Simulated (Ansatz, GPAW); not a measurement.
# Dielectric function and optical constants of FeBiS3 (model structure)

Aim: the dielectric function of FeBiS3 (model structure), and the optical constants that follow from it. The structure is a model built here, which may or may not match a known phase. It was built so: All O replaced by S in the R-3m structure of FeBiO3. The cell is first relaxed with Ansatz.

Method: DFT, LDA, plane-wave PAW (GPAW data sets), scalar-relativistic, RPA, optical limit, in GPAW 26.7.0.

### 1. The starting structure

The structure is trigonal, space group R-3m (No. 166). The conventional cell has a = 6.796 Å, b = 6.796 Å, c = 8.411 Å, α = 90.00°, β = 90.00°, γ = 120.00°. Nearest to Bi lie 12 S at 3.40 to 3.42 Å. Nearest to Fe lie 6 S at 2.41 Å. S has 2 Fe at 2.41 Å nearest. All O replaced by S in the R-3m structure of FeBiO3. Farther neighbours and most contacts between anions are not listed.

### 2. Relaxation

Spectra hang on bond lengths, so the cell is first brought to its minimum.

This step: DFT, LDA, plane-wave PAW, default files, scalar-relativistic, relaxation (Ansatz 0.2.0).

input.yaml

```yaml
crystal:
  lattice:
    - [3.3981671697, 1.9619327302, 2.8036987]
    - [-3.3981671697, 1.9619327302, 2.8036987]
    - [0.0, -3.9238654604, 2.8036987]
  atoms:
    - { symbol: Bi, position: [0.0, 0.0, 0.0] }
    - { symbol: Fe, position: [0.5, 0.5, 0.5], spin: 3.0 }
    - { symbol: S, position: [0.5, 0.5, 0.0] }
    - { symbol: S, position: [0.5, 0.0, 0.5] }
    - { symbol: S, position: [0.0, 0.5, 0.5] }
magnetization:
  spin_polarized: true
kpoints:
  mp_grid: { grid: [5, 5, 5] }
scf:
  occupations: { method: fermi_dirac, width: 0.05 }
hamiltonian:
  xc: lda
output:
  forces: true
  stress: true
relax:
  f_tol: 0.02
  max_steps: 50
  cell: {}
```

Run with:

```
ansatz run input.yaml --threads 1 --pin off --max-ram 4096MiB --backend cpu --events-out ev --progress --plain --runs-dir out
```

Numbers of over 12 decimals in the logs are rounded to 6 here.

Log:

```text
Engine: ansatz 0.2.0, aarch64-unknown-linux-gnu
Pseudopotentials: kind: paw
Pseudopotential: Bi, paw, valence charge 15, recommended cutoff 420 eV (normal), Bi.paw.azcp
Pseudopotential: Fe, paw, valence charge 16, recommended cutoff 420 eV (normal), Fe.paw.azcp
Pseudopotential: S, paw, valence charge 6, recommended cutoff 420 eV (normal), S.paw.azcp
Functional definition: SPW92
  exchange = slater_x
  correlation = pw_c
Crystal: 5 atoms, lattice volume = 112.153 Å³
Basis set: ecut = 420 eV, 2157 PW (Γ)
Bands: 32, of which v1, the nominal top of the filled ones, is band 25 counted from 1 (24 counted from 0)
Symmetry: 12 space group operations
Space group: R-3m (ITA 166), of the structure as read, at distance tolerance 4.8e-5 Å
Magnetic group: BNS 166.97 (UNI 1327), of the structure as read, at distance tolerance 4.8e-5 Å
k-points: 19 of 125
Non-local potential: Bi, projectors of the file, l = 0: 2, l = 1: 2, l = 2: 2, l = 3: 2
Non-local potential: Fe, projectors of the file, l = 0: 3, l = 1: 2, l = 2: 3, l = 3: 1
Non-local potential: S, projectors of the file, l = 0: 2, l = 1: 2, l = 2: 2
PAW form: soft (Blöchl's): semilocal exchange-correlation on the pseudo side does not see the compensation charge
PAW frozen core: Bi, regenerated for the run's functional, and the local potential with it (the file was generated under x = pbe(κ = 0.804, μ = 0.219515), c = pbe(β = 0.066725))
PAW frozen core: Fe, regenerated for the run's functional, and the local potential with it (the file was generated under x = pbe(κ = 0.804, μ = 0.219515), c = pbe(β = 0.066725))
PAW frozen core: S, regenerated for the run's functional, and the local potential with it (the file was generated under x = pbe(κ = 0.804, μ = 0.219515), c = pbe(β = 0.066725))
PAW one-centre angular grid: Bi, 590 points (default); XC on 64 Gauss nodes
PAW one-centre angular grid: Fe, 590 points (default); XC on 64 Gauss nodes
PAW one-centre angular grid: S, 110 points (default); XC on 64 Gauss nodes
Initial density: superposition of atomic densities (chi_scale 0.1, normalization cell, long waves kept (reshape's long-wave potential 0.02 eV rms))
Starting moments: Σ|m| = 3 μB on 1 of 5 sites
Initial wavefunctions: pseudopotential atomic-orbital guess
Functional: x = slater, c = lda
SCF iter   1: F=—  HF=-19115.253980 eV  |F-HF|=—  |Δ(HF+E_count)|=         —  Δρ=3.72e-2 (↑3.72e-2 ↓2.16e-2)  dr2=1.12e1  dr2_m=1.86e-1  M=3.673 μB ∫|m|=3.673 μB  β_m=0.30  ethr=3.10e-3  ⟨swp⟩=6.9  Hψ=5225  notcnv=0  defer=5
Mixer restart at iter 1: flushing history
preconditioner: auto → Kerker (q_TF=auto, 2.377 Å⁻¹)  [metal: Δε(μ)=0.001 eV  Ē_g=11.514 eV  σ=0.050 eV  W_gap=0.01  n_scr=26 (ndim 8)  ℏωp=22.5 eV  f_vac=0.000  D(μ)=8.67/eV (n_scr^D=92)]
spin=Collinear: Kerker preconditioning applied to the charge; magnetization (m = ρ↑ − ρ↓) channel mixes plain (no charge-response kernel on spin).
SCF iter   2: F=—  HF=-19114.713112 eV  |F-HF|=—  |Δ(HF+E_count)|=   5.41e-1  Δρ=2.21e-2 (↑2.21e-2 ↓1.78e-2)  dr2=6.64e0  dr2_m=6.25e-2  M=3.695 μB ∫|m|=3.695 μB  β_m=0.58  ethr=3.10e-3  ⟨swp⟩=3.0  Hψ=2206  notcnv=0  defer=48
SCF iter   3: F=—  HF=-19113.515592 eV  |F-HF|=—  |Δ(HF+E_count)|=    1.20e0  Δρ=2.05e-2 (↑1.24e-2 ↓2.05e-2)  dr2=1.91e0  dr2_m=2.35e-2  M=3.719 μB ∫|m|=3.722 μB  β_m=0.52  ethr=3.10e-3  ⟨swp⟩=3.2  Hψ=2385  notcnv=0  defer=43
SCF iter   4: F=—  HF=-19113.268757 eV  |F-HF|=—  |Δ(HF+E_count)|=   2.47e-1  Δρ=1.05e-2 (↑1.05e-2 ↓7.67e-3)  dr2=2.65e-1  dr2_m=1.58e-2  M=3.723 μB ∫|m|=3.795 μB  β_m=0.74  ethr=3.10e-3  ⟨swp⟩=2.9  Hψ=1938  notcnv=0  defer=26
SCF iter   5: F=—  HF=-19113.288469 eV  |F-HF|=—  |Δ(HF+E_count)|=         —  Δρ=3.50e-3 (↑3.24e-3 ↓3.50e-3)  dr2=1.96e-1  dr2_m=1.44e-3  M=3.730 μB ∫|m|=3.791 μB  β_m=0.74  ethr=5.41e-4  ⟨swp⟩=3.3  Hψ=2504  notcnv=0  defer=23
Mixer restart at iter 5: flushing history
SCF iter   6: F=—  HF=-19113.268702 eV  |F-HF|=—  |Δ(HF+E_count)|=   1.98e-2  Δρ=4.94e-3 (↑1.52e-3 ↓4.94e-3)  dr2=4.78e-2  dr2_m=5.88e-3  M=3.746 μB ∫|m|=3.830 μB  β_m=0.71  ethr=4.00e-4  ⟨swp⟩=2.4  Hψ=1448  notcnv=0  defer=23
SCF iter   7: F=—  HF=-19113.276335 eV  |F-HF|=—  |Δ(HF+E_count)|=   7.63e-3  Δρ=4.19e-3 (↑4.19e-3 ↓9.20e-4)  dr2=1.93e-2  dr2_m=3.81e-3  M=3.789 μB ∫|m|=3.891 μB  β_m=0.74  ethr=9.75e-5  ⟨swp⟩=2.1  Hψ=2395  notcnv=0  defer=23
SCF iter   8: F=—  HF=-19113.271935 eV  |F-HF|=—  |Δ(HF+E_count)|=   4.40e-3  Δρ=2.81e-3 (↑4.84e-4 ↓2.81e-3)  dr2=1.47e-2  dr2_m=1.55e-3  M=3.810 μB ∫|m|=3.927 μB  β_m=0.81  ethr=3.94e-5  ⟨swp⟩=2.0  Hψ=2586  notcnv=0  defer=23
SCF iter   9: F=—  HF=-19113.271800 eV  |F-HF|=—  |Δ(HF+E_count)|=   1.35e-4  Δρ=6.30e-4 (↑1.72e-4 ↓6.30e-4)  dr2=4.87e-4  dr2_m=1.22e-4  M=3.810 μB ∫|m|=3.927 μB  β_m=0.80  ethr=3.00e-5  ⟨swp⟩=2.0  Hψ=1416  notcnv=0  defer=23
SCF iter  10: F=—  HF=-19113.272108 eV  |F-HF|=—  |Δ(HF+E_count)|=   3.08e-4  Δρ=1.44e-4 (↑8.98e-5 ↓1.44e-4)  dr2=2.58e-5  dr2_m=1.04e-5  M=3.811 μB ∫|m|=3.932 μB  β_m=0.89  ethr=9.94e-7  ⟨swp⟩=2.1  Hψ=1691  notcnv=0  defer=23
SCF iter  11: F=—  HF=-19113.272164 eV  |F-HF|=—  |Δ(HF+E_count)|=   5.67e-5  Δρ=5.85e-5 (↑2.08e-5 ↓5.85e-5)  dr2=6.89e-6  dr2_m=9.36e-7  M=3.812 μB ∫|m|=3.935 μB  β_m=0.94  ethr=5.26e-8  ⟨swp⟩=2.0  Hψ=1644  notcnv=0  defer=23
SCF iter  12: F=—  HF=-19113.272170 eV  |F-HF|=—  |Δ(HF+E_count)|=   5.91e-6  Δρ=1.29e-5 (↑5.23e-6 ↓1.29e-5)  dr2=2.74e-7  dr2_m=4.46e-8  M=3.812 μB ∫|m|=3.936 μB  β_m=0.97  ethr=1.41e-8  ⟨swp⟩=2.3  Hψ=1831  notcnv=0  defer=23
SCF iter  13: F=—  HF=-19113.272170 eV  |F-HF|=—  |Δ(HF+E_count)|=   8.85e-8  Δρ=2.66e-6 (↑1.22e-6 ↓2.66e-6)  dr2=1.58e-8  dr2_m=2.16e-9  M=3.812 μB ∫|m|=3.936 μB  β_m=0.99  ethr=5.59e-10  ⟨swp⟩=2.2  Hψ=1834  notcnv=0  defer=23
SCF iter  14: F=-19113.272170 eV  HF=-19113.272170 eV  |F-HF|=4.40e-8  |Δ(HF+E_count)|=   7.23e-9  Δρ=5.24e-6 (↑8.29e-7 ↓5.24e-6)  dr2=4.68e-8  dr2_m=5.27e-9  M=3.812 μB ∫|m|=3.936 μB  ethr=3.23e-11  ⟨swp⟩=1.8  Hψ=3304  notcnv=0
SCF 1 converged in 14 iterations: F = -19113.272170 eV  dr2 = 4.68e-8
  greatest PAW one-centre occupation: 1.004 electrons in one spin orbital (limit 2), on the Fe atom at site 1 (counted from 0), in its partial waves of l = 1
relax step   1: F+E_penalty+E_count = -19113.27217045 eV  Δ(F+E_penalty+E_count) = +0.000e0 eV  max|allowed force component| = 5.354e-29 eV/Å  Δτ_max = 0.0000 Å  P = -13.332 GPa  Ω = 112.153 Å³  (14 SCF iters, dr2 threshold 1.00e-7 eV, accepted)
Crystal: 5 atoms, lattice volume = 96.673 Å³
Basis set: ecut = 420 eV, 1881 PW (Γ)
Initial density: handed on by an earlier stage of this run
[...]
SCF iter   7: F=—  HF=-19114.609458 eV  |F-HF|=—  |Δ(HF+E_count)|=   9.09e-5  Δρ=2.55e-4 (↑2.22e-4 ↓2.55e-4)  dr2=2.52e-4  dr2_m=3.81e-7  M=2.218 μB ∫|m|=2.354 μB  β_m=0.93  ethr=2.42e-7  ⟨swp⟩=2.0  Hψ=2166  notcnv=0  defer=22
SCF iter   8: F=—  HF=-19114.609437 eV  |F-HF|=—  |Δ(HF+E_count)|=   2.05e-5  Δρ=1.26e-4 (↑7.51e-5 ↓1.26e-4)  dr2=4.33e-5  dr2_m=5.62e-7  M=2.219 μB ∫|m|=2.355 μB  β_m=0.97  ethr=2.42e-7  ⟨swp⟩=1.4  Hψ=1260  notcnv=0  defer=25
SCF iter   9: F=—  HF=-19114.609432 eV  |F-HF|=—  |Δ(HF+E_count)|=   4.88e-6  Δρ=2.74e-5 (↑6.04e-6 ↓2.74e-5)  dr2=8.45e-7  dr2_m=1.06e-7  M=2.220 μB ∫|m|=2.356 μB  β_m=0.98  ethr=8.84e-8  ⟨swp⟩=1.9  Hψ=1395  notcnv=0  defer=25
SCF iter  10: F=—  HF=-19114.609433 eV  |F-HF|=—  |Δ(HF+E_count)|=   3.50e-7  Δρ=1.48e-5 (↑4.09e-6 ↓1.48e-5)  dr2=2.97e-7  dr2_m=2.35e-8  M=2.220 μB ∫|m|=2.356 μB  β_m=0.99  ethr=1.72e-9  ⟨swp⟩=2.0  Hψ=1592  notcnv=0  defer=25
SCF iter  11: F=-19114.609433 eV  HF=-19114.609433 eV  |F-HF|=6.01e-8  |Δ(HF+E_count)|=   1.15e-8  Δρ=5.41e-6 (↑2.71e-6 ↓5.41e-6)  dr2=6.42e-8  dr2_m=1.57e-9  M=2.220 μB ∫|m|=2.356 μB  ethr=6.06e-10  ⟨swp⟩=2.1  Hψ=3819  notcnv=0
SCF 3 converged in 11 iterations: F = -19114.609433 eV  dr2 = 6.42e-8
relax step   3: F+E_penalty+E_count = -19114.60943257 eV  Δ(F+E_penalty+E_count) = -2.034e-1 eV  max|allowed force component| = 1.772e-28 eV/Å  Δτ_max = 0.0000 Å  P = +6.214 GPa  Ω = 82.927 Å³  energy of the carried Pulay correction = +5.239e-3 eV  (11 SCF iters, dr2 threshold 5.00e-7 eV, accepted)
[...]
relax step   4: F+E_penalty+E_count = -19114.68952219 eV  Δ(F+E_penalty+E_count) = -8.009e-2 eV  max|allowed force component| = 2.141e-28 eV/Å  Δτ_max = 0.0000 Å  P = -0.037 GPa  Ω = 87.317 Å³  energy of the carried Pulay correction = +4.353e-3 eV  (11 SCF iters, dr2 threshold 5.00e-7 eV, accepted)
[...]
relax step   5: F+E_penalty+E_count = -19114.68616228 eV  Δ(F+E_penalty+E_count) = +3.360e-3 eV  max|allowed force component| = 2.356e-29 eV/Å  Δτ_max = 0.0000 Å  P = -0.045 GPa  Ω = 87.317 Å³  stress off target by 5.37e-2 GPa  SCF on the basis re-selected at this cell (its energy is not comparable with the rows above)  (12 SCF iters)
[...]
relax step   6: F+E_penalty+E_count = -19114.68617943 eV  Δ(F+E_penalty+E_count) = -1.715e-5 eV  max|allowed force component| = 8.297e-28 eV/Å  Δτ_max = 0.0000 Å  P = -0.003 GPa  Ω = 87.282 Å³  energy of the carried Pulay correction = +9.426e-6 eV  (9 SCF iters, dr2 threshold 7.20e-9 eV, accepted)
iter 1 solved again at ethr=1.16e-7 eV; its pass at ethr=3.10e-3 eV (dr2=5.70e-5 eV) is discarded
SCF iter   1: F=—  HF=-19114.686178 eV  |F-HF|=—  |Δ(HF+E_count)|=         —  Δρ=9.51e-7 (↑6.65e-7 ↓9.51e-7)  dr2=1.76e-9  dr2_m=2.88e-11  M=2.228 μB ∫|m|=2.412 μB  β_m=0.65  ethr=1.16e-7  ⟨swp⟩=3.4  Hψ=8553  notcnv=0
eigensolver tolerance schedule: the retry pair's looser diagonalisation over-reported the residual by 32438.27 of it (diagonalisation noise at an unbounded share of the residual, at the tolerance the schedule requests for it); recorded, not acted on — ethr = c·dr2/N_el stays at c = 1.0e-1
spin=Collinear: Kerker preconditioning applied to the charge; magnetization (m = ρ↑ − ρ↓) channel mixes plain (no charge-response kernel on spin).
SCF iter   2: F=—  HF=-19114.686171 eV  |F-HF|=—  |Δ(HF+E_count)|=   7.07e-6  Δρ=5.61e-7 (↑5.61e-7 ↓3.11e-7)  dr2=2.99e-10  dr2_m=2.34e-11  M=2.228 μB ∫|m|=2.412 μB  β_m=0.42  ethr=3.58e-12  ⟨swp⟩=4.0  Hψ=3734  notcnv=0
SCF iter   3: F=—  HF=-19114.686171 eV  |F-HF|=—  |Δ(HF+E_count)|=  7.28e-12  Δρ=1.81e-7 (↑1.76e-7 ↓1.81e-7)  dr2=3.31e-11  dr2_m=2.41e-12  M=2.228 μB ∫|m|=2.412 μB  β_m=0.53  ethr=1.00e-12  ⟨swp⟩=2.0  Hψ=2128  notcnv=0
SCF iter   4: F=—  HF=-19114.686171 eV  |F-HF|=—  |Δ(HF+E_count)|=  7.28e-11  Δρ=1.11e-7 (↑5.89e-8 ↓1.11e-7)  dr2=2.23e-11  dr2_m=1.98e-12  M=2.228 μB ∫|m|=2.412 μB  β_m=0.56  ethr=1.00e-12  ⟨swp⟩=1.0  Hψ=1216  notcnv=0
SCF iter   5: F=—  HF=-19114.686171 eV  |F-HF|=—  |Δ(HF+E_count)|=  3.64e-11  Δρ=1.20e-7 (↑4.51e-8 ↓1.20e-7)  dr2=2.55e-11  dr2_m=3.18e-12  M=2.228 μB ∫|m|=2.412 μB  β_m=0.78  ethr=1.00e-12  ⟨swp⟩=1.0  Hψ=1216  notcnv=0
SCF iter   6: F=—  HF=-19114.686171 eV  |F-HF|=—  |Δ(HF+E_count)|=  8.00e-11  Δρ=8.18e-8 (↑7.72e-8 ↓8.18e-8)  dr2=1.29e-11  dr2_m=2.44e-12  M=2.228 μB ∫|m|=2.412 μB  β_m=0.89  ethr=1.00e-12  ⟨swp⟩=1.9  Hψ=1440  notcnv=0
SCF iter   7: F=-19114.686171 eV  HF=-19114.686171 eV  |F-HF|=7.28e-12  |Δ(HF+E_count)|=  7.28e-12  Δρ=8.50e-8 (↑2.69e-8 ↓8.50e-8)  dr2=1.51e-11  dr2_m=8.50e-13  M=2.228 μB ∫|m|=2.412 μB  ethr=1.00e-12  ⟨swp⟩=2.5  Hψ=3253  notcnv=0
SCF 7 converged in 7 iterations: F = -19114.686171 eV  dr2 = 1.51e-11
relax step   7: F+E_penalty+E_count = -19114.68617109 eV  Δ(F+E_penalty+E_count) = +8.345e-6 eV  max|allowed force component| = 8.338e-28 eV/Å  Δτ_max = 0.0000 Å  P = -0.003 GPa  Ω = 87.282 Å³  stress off target by 8.07e-3 GPa  SCF on the basis re-selected at this cell (its energy is not comparable with the rows above)  (7 SCF iters)
basis re-selected at this cell: Δ(F+E_penalty+E_count) = +8.345e-6 eV, ΔP = -0.000 GPa vs the last step (what re-selecting the basis moved, of the pressure what is left beyond the Pulay correction that the steps carried, after the strain that the cell walked since its last selection, with what the two solves' SCF thresholds leave and, on support functions, any second-order correction that the steps lacked; it is no m [...]
SCF converged after 7 iterations
Magnetization: 2.2276 μB (25.6138 up, 23.3862 down)
Absolute magnetization: 2.4124 μB (∫|ρ↑−ρ↓|, with the PAW one-centre terms)
Spin contamination: 0.1035 ħ² per cell (⟨S²⟩ above its minimum at these occupations)
Per-site moments (μB) at R_I (Å): [(-0.048830, 1.293601), (1.595505, 0.914892), (0.129661, 0.914892), (0.129661, 0.914892), (0.129661, 0.914892)]
Free energy (F): -19114.686171 eV
Harris-Foulkes:  -19114.686171 eV  (|F-HF|=7.28e-12)
Internal energy: -19114.644732 eV  (E = F + TS)
E sigma→0 (E₀):  -19114.665452 eV
Entropy (-TS):   -0.041439 eV (-8.288 meV/atom)
Fermi energy:    11.280914 eV
--- Per-component energies (eV) ---
  E_band       = -339.676551
  E_kinetic    = 981.345158
  E_local      = -4785.927468  (includes V_loc(G=0)·N_el)
  E_nonlocal   = 877.266950
  E_hartree    = 1877.271580
  E_xc         = -559.167773
  E_vxc        = -562.943307  (∫ρ·V_xc dr)
  E_paw        = -13364.550777  (= ΣΔE_a)
  E_vpaw       = -603.961592  (= ΣTr[D̂ρ^β])
  E_aug_tail   = 0.000291  (compensation charges beyond the density's cutoff)
  E_ewald      = -4141.738936
  E_core_change = 0.856243  (= ΣΔE_core)
  E_smearing   = -0.041439  (= −TS)
  E_closure    = 0.000000  (closes the sum)
  Σ components = -19114.686171   (vs F -19114.686171, Δ=0.00e0)
--- Forces (eV/Å), atoms counted from 1 ---
  atom   1  Bi    -0.00000000     0.00000000    -0.00000000
  atom   2  Fe     0.00000000     0.00000000     0.00000000
  atom   3  S      0.00000000     0.00000000     0.00000000
  atom   4  S     -0.00000000     0.00000000     0.00000000
  atom   5  S      0.00000000    -0.00000000    -0.00000000
  max |Σ_I F_I| component: 1.03e-27 eV/Å
--- Stress (GPa, compression-positive) ---
       -0.008068       0.000000      -0.000000
        0.000000      -0.008068      -0.000000
        0.000000      -0.000000       0.008042
  P = ⅓ Tr σ = -0.0027 GPa (-0.027 kbar)
--- Relaxed structure (5 steps of the walk, 5 accepted, 2 SCFs on fresh bases) ---
  F+E_penalty+E_count = -19114.68617109 eV   max|allowed force component| = 8.338e-28 eV/Å   (the final SCF, on the basis selected at the relaxed cell)
  cell:  # Å, volume = 87.2824 Å³
    - [3.137219, 1.811274, 2.560039]
    - [-3.137219, 1.811274, 2.560039]
    - [0, -3.622548, 2.560039]
  atoms:
    - { symbol: Bi, position: [0, 0, 0] }
    - { symbol: Fe, position: [0.500000, 0.500000, 0.500000] }
    - { symbol: S, position: [0.5, 0.5, 0.0] }
    - { symbol: S, position: [0.5, 0.0, 0.5] }
    - { symbol: S, position: [0.0, 0.5, 0.5] }
```

The job ended after 52 s (1 thread of Arm Neoverse V2, shared host; peak memory 0.45 GiB).

Relaxation path:

```csv
step,energy less that of the first step (eV),largest force component (eV/Å),pressure (GPa),volume (Å³)
1,0.0000,0.0000,-13.33,112.15
2,-1.1339,0.0000,-8.71,96.67
3,-1.3373,0.0000,6.21,82.93
4,-1.4174,0.0000,-0.04,87.32
5*,-1.4140,0.0000,-0.05,87.32
6,-1.4140,0.0000,0.00,87.28
7*,-1.4140,0.0000,0.00,87.28
```

Relaxation steps marked * repeat the geometry before them on a plane-wave basis chosen anew for their cell, so energy and pressure can jump there.

Forces are held to the 12 operations that the run works with; a distortion that breaks them can't arise in this run.

```csv
cell as run,before,after,change
a (Å),4.823,4.436,-8.0 %
b (Å),4.823,4.436,-8.0 %
c (Å),4.823,4.436,-8.0 %
α (°),89.60,90.02,+0.5 %
β (°),89.60,90.02,+0.5 %
γ (°),89.60,90.02,+0.5 %
volume (Å³/atom),22.43,17.46,-22.2 %
```

Final coordinates:

```xyz
5
Lattice="3.1372 1.8113 2.5600 -3.1372 1.8113 2.5600 0.0000 -3.6225 2.5600" Properties=species:S:1:pos:R:3 pbc="T T T"
Bi    0.0000    0.0000    0.0000
Fe    0.0000    0.0000    3.8401
S     0.0000    1.8113    2.5600
S     1.5686   -0.9056    2.5600
S    -1.5686   -0.9056    2.5600
```

The relaxation ends with a pressure of 0.00 GPa.

[end of part 1 of 3]

[Machine, clock and banner lines and Python warnings are left out of the logs.]

[Logs are printed without paths, hosts, clocks, repeated set-up lines and the standing remarks that a program may print on its own settings, such as how far it seeks lower states.]

[Hosts, paths, dates, database ids (printed as entryN), source tags and the programs' standing remarks are cut or masked in the printed files.]
